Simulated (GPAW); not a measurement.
# Quasiparticle gap of MgO2 (R-3m) in GPAW, part 2 of 2

Aim: the G0W0 gap of MgO2 (R-3m) on LDA, step by step.

GPAW 26.7.0; LDA and many-body steps on it, plane waves. Known limits of the many-body steps: not at the basis limit; coarse k mesh.

So far. Step 3 (Bands along the symmetry lines): The gap is 2.196 eV, as in the run before at this level. Step 4 (Empty states on the mesh, 4×4×4 mesh, 80 bands): On this mesh the gap is 2.196 eV.

## 5. Screening and self-energy, 4×4×4 mesh, 70 bands, screening to 100 eV

G0W0 replaces the xc potential by the self-energy, built once from these orbitals. Only a window of levels is corrected, while the sums run over the empty bands that the input names.

This step: G0W0 on LDA, plane waves, PAW.

run.py

```python
import json
import numpy as np
from gpaw.mpi import world
from gpaw.response.g0w0 import G0W0

gw = G0W0('full.gpw',
    filename='gw',
    kpts=[0, 12],
    bands=(9, 13),
    ecut=100,
    nbands=70,
    integrate_gamma='WS',
    ppa=True)
gw.calculate()
res = {mode: {k: v for k, v in r.items() if k != 'sigma_eskwn'}
       for mode, r in gw.all_results.items()}

if world.rank == 0:
    with open('result.json', 'w') as f:
        json.dump(res, f, default=lambda x: x.tolist())
```

Started as:

```
> mpirun -n 4 gpaw python run.py
```

Numbers of over 12 decimals in the logs are rounded to 6 here.

The program printed:

```text
Using integrator: PointIntegrator
FrequencyGridDescriptor(from 0.000+0.000j to 0.000+27.211j eV, 2 points)
Nonperiodic BCs:  [False False False]
Using integrator: PointIntegrator
FrequencyGridDescriptor(from 0.000+0.000j to 0.000+27.211j eV, 2 points)
Nonperiodic BCs:  [False False False]
  ___  _ _ _
 |   || | | |
 | | || | | |
 |__ ||_____|
 |___|

BZ k-points: Symmetries present (total): 12

  [... matrices ...]
64 k-points: 4 x 4 x 4 Monkhorst-Pack grid + [1/8,1/8,1/8]
13 k-points in the irreducible part of the Brillouin zone
       k-points in crystal coordinates                weights
   0:     0.00000000    0.00000000    0.00000000          1/64
   1:     0.25000000    0.00000000   -0.25000000          6/64
   2:     0.25000000    0.00000000    0.00000000          6/64
   3:     0.25000000    0.25000000   -0.25000000          6/64
   4:     0.25000000    0.25000000    0.00000000          6/64
   5:     0.25000000    0.25000000    0.25000000          2/64
   6:     0.50000000    0.00000000    0.00000000          3/64
   7:     0.50000000    0.25000000   -0.25000000          6/64
   8:     0.50000000    0.25000000    0.00000000         12/64
   9:     0.50000000    0.25000000    0.25000000          6/64
          ...
  12:     0.50000000    0.50000000    0.50000000          1/64

Distributing spins, k-points and bands (1 x 2 x 4) over 4 processes
Number of blocks: 1

Quasi particle states:
k-points (IBZ indices): [0, 12]
Band range: (9, 13)
  [... matrices ...]
Computational parameters:
Plane wave cut-off: 100 eV
Number of bands: 70
Coulomb cutoff: None
Broadening: 0.1 eV

fxc modes: GW
Kernel: RPA
Using Godby-Needs plasmon-pole approximation:
  Fitting energy: i*E0, E0 = 1.000 Hartree
Summing all q:

Calculating screened Coulomb potential
No Coulomb truncation
FrequencyGridDescriptor(from 0.000+0.000j to 0.000+27.211j eV, 2 points)
Removing empty qpoint cache files...

Calculating chi0 body with:
    Ground state adapter containing:
    Number of spins: 1
    Number of kpoints: 64
    Number of irreducible kpoints: 13
    Number of completely occupied states: 11
    Number of partially occupied states: 11
    Occupied states memory: 2.3203125 M / cpu

    Linear response parametrization:
    q_c: [0.0, 0.0, 0.0]
    Number of frequency points: 2
    Planewave cutoff: 100.0
    Number of bands: 70
    Number of planewaves: 71
    Broadening (eta): 1e-06
    comm.size: 4
    kncomm.size: 4
    blockcomm.size: 1

    Memory estimate of potentially large arrays:
        chi0_wGG: 0.153839 M / cpu
Integrating chi0 body.

Symmetries of q_c:
    Direct symmetries (Uq -> q): 12
    Indirect symmetries (TUq -> q): 0
In total 12 allowed symmetries.

  [... matrices ...]
13 groups of equivalent kpoints. 79.6875% reduction.

Integral kind: response function
Integrating chi0 head and wings.

Symmetries of q_c:
    Direct symmetries (Uq -> q): 12
    Indirect symmetries (TUq -> q): 0
In total 12 allowed symmetries.

  [... matrices ...]
13 groups of equivalent kpoints. 79.6875% reduction.

Integral kind: response function wings

Calculating chi0 body with:
    Ground state adapter containing:
    Number of spins: 1
    Number of kpoints: 64
    Number of irreducible kpoints: 13
    Number of completely occupied states: 11
    Number of partially occupied states: 11
    Occupied states memory: 2.3203125 M / cpu

    Linear response parametrization:
[... the further q-points ...]

Results:
f:      Occupation numbers
eps:     KS-eigenvalues [eV]
vxc:     KS vxc [eV]
exx:     Exact exchange [eV]
sigma:   Self-energies [eV]
dsigma:  Self-energy derivatives
Z:       Renormalization factors
qp:      QP-energies [eV]

k-point 0 (0): (0.000, 0.000, 0.000)                GW
band       f     eps     vxc     exx   sigma  dsigma       Z      qp
                                                                   GW
   9   1.000   2.885 -20.758 -26.736   4.686  -0.267   0.789   1.866
  10   1.000   2.885 -20.758 -26.736   4.686  -0.267   0.789   1.866
  11   0.000   8.058 -12.247  -7.047  -3.568  -0.170   0.855   9.454
  12   0.000   8.399 -21.710 -13.588  -4.581  -0.289   0.776  11.146

k-point 1 (12): (0.500, 0.500, 0.500)                GW
band       f     eps     vxc     exx   sigma  dsigma       Z      qp
                                                                   GW
   9   1.000   3.693 -21.838 -27.555   4.609  -0.263   0.792   2.815
  10   1.000   3.693 -21.838 -27.555   4.609  -0.263   0.792   2.815
  11   0.000   5.889 -19.709 -13.397  -3.656  -0.231   0.812   8.046
  12   0.000   8.411 -10.216  -4.948  -3.722  -0.160   0.862   9.744
```

Wall time 21 s (4 MPI ranks of Arm Neoverse V2, shared host); peak memory 0.97 GiB.

This step gave:

| Item | Value |
| --- | --- |
| G0W0 gap on the points computed | 5.231 eV |
| least direct G0W0 gap on the computed points | 5.231 eV |
| Z at the valence top | 0.7919 |
| Z at the conduction bottom | 0.8121 |
| starting gap on the mesh | 2.196 eV |
| k of the valence top | 0.5, 0.5, 0.5 |
| k of the conduction bottom | 0.5, 0.5, 0.5 |

The gap on the mesh goes from 2.20 eV to 5.23 eV, a correction of +3.03 eV.

Limits: finite bands, cutoff and mesh; coarse k mesh. v1 is the top filled band, c1 the lowest empty one. The levels before and after the correction (eV, zero at the valence-band top of each column):

```csv
,conduction bottom,valence top
Kohn-Sham,2.20,0.00
G0W0,5.23,0.00
```

```csv
,level,energy (eV)
Kohn-Sham,(0.5 0.5 0.5) v2-v1,0.000
Kohn-Sham,(0.5 0.5 0.5) c1,2.196
Kohn-Sham,(0.5 0.5 0.5) c2,4.718
G0W0,(0.5 0.5 0.5) v2-v1,0.000
G0W0,(0.5 0.5 0.5) c1,5.231
G0W0,(0.5 0.5 0.5) c2,6.929
```

## 6. Where the time went

Times are wall times on 4 MPI ranks of Arm Neoverse V2, shared host, good to a factor of about two.

```csv
step,time,share,memory (GiB)
ground state,8.4 s,19 %,0.68
bands along the symmetry lines,7 s,16 %,0.71
empty states on the mesh,7.9 s,18 %,1.1
screening and self-energy,21 s,48 %,0.97
```

## 7. What came out

- LDA gap: 2.20 eV, direct
- G0W0 gap on the mesh: 5.23 eV
- GW settings: 4×4×4 mesh, 70 bands, screening to 100 eV, Godby-Needs plasmon pole
- known limits: not at the basis limit; coarse k mesh

G0W0 moves the gap on the mesh from 2.20 eV to 5.23 eV (+3.03 eV), with Z of 0.79 and 0.81 at the edges. Only 2 of the mesh's irreducible points were corrected, so a valley elsewhere could overtake. The dearest step here is «screening and self-energy». Bands and cutoff are finite, so the gap is not at the basis limit. The miss can reach some tenths of an eV and take either sign; the mesh is an error of its own. These stock PAW sets were not made for GW. In the G0W0 run levels were corrected at 2 k points alone, so a gap called «on the mesh» is the least over those, and an edge elsewhere would be missed. The 4×4×4 mesh is coarse for this cell, which bears on the long-range parts of exchange and screening.

[Paths, hosts, dates, memory and timing lines, banners, echoed tables and standing remarks are left out of the program output.]

[Logs are printed without paths, hosts, clocks, repeated set-up lines and the standing remarks that a program may print on its own settings, such as how far it seeks lower states.]

[Runs of the session that timed out or met a known fault of the program may be left out.]

[Hosts, paths, dates, database ids (printed as entryN), source tags and the programs' standing remarks are cut or masked in the printed files.]
